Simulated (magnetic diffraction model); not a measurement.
# Er4TlGa6B6: the ordered moment from one line

Space group Im-3m (no. 229), a = 7.9820 Å.

```
site  atom    x    y       z
  2a    Tl    0    0       0
  8c    Er  1/4  3/4     1/4
 12d    Ga    0  1/2     1/4
 12e     B    0    0  0.7450
```

The compound is invented for this exercise: a known structure type with other elements, its cell scaled to their sizes and not relaxed.

Only Er is taken to order (form factors of Er3+); orders and moment sizes are assumed, and not adapted to the symmetry. Radiation: neutrons of λ = 4.2 Å (absorption by B left out), 3° to 100°; isotropic B of 0.1 Å² (Tl), 0.14 Å² (Er), 0.16 Å² (Ga) and 0.26 Å² (B). Simulated constant-wavelength pattern: nuclear and magnetic terms add, the magnetic one as |2.695 fm × Σ f S⊥ exp(2πi Q·r) exp(−B s²)|², summed over all Q at one angle with the factor 1/(sin²θ cos θ). For a modulated order the moment at position r is S exp(−2πi k·r) + c.c., with S = m/2 for a sine wave of amplitude m and S = m(u + iv)/2 for moments turning in a plane, u and v being orthogonal unit vectors in it; the phase factor of the sum at Q = H + k is then exp(2πi H·r). Free-ion form factors, Sears's scattering lengths of 1992, no absorption; a label names one of the reflections at its angle. The strongest nuclear line in the range is 100, and lines under 0.2 are left out.

In a first state the assumed order is k = (0 0 1/3), a sine wave with moments along [010] (amplitudes given), 7.7 μB on Er; signs + at (1/4, 3/4, 1/4), − at (1/4, 1/4, 3/4), + at (3/4, 1/4, 1/4), − at (1/4, 1/4, 1/4), with this pattern:

```
2θ (°)      index  nuclear  magnetic
 43.69    (1 1 0)     14.4       0.0
 44.95  (1 1 1/3)      0.0     454.8
 63.50    (2 0 0)      1.8       0.0
 70.21  (1 1 5/3)      0.0     314.6
 80.25    (2 1 1)    100.0       0.0
 91.75  (1 1 7/3)      0.0     240.1
 96.17    (2 2 0)     64.2       0.0
```

**Question.** Nearer the ordering temperature the line at 44.95° has total intensity 113.7 on the same scale, and all moments have shrunk alike. How large is the Er moment?

The nuclear part, 0.0, stays, so the magnetic part is 113.7 against 454.8. It goes as m², so m = 7.7 × √(113.7/454.8) = 3.85 μB; the value used was 3.85 μB.

[Logs are printed without paths, hosts, clocks, repeated set-up lines and the standing remarks that a program may print on its own settings, such as how far it seeks lower states.]
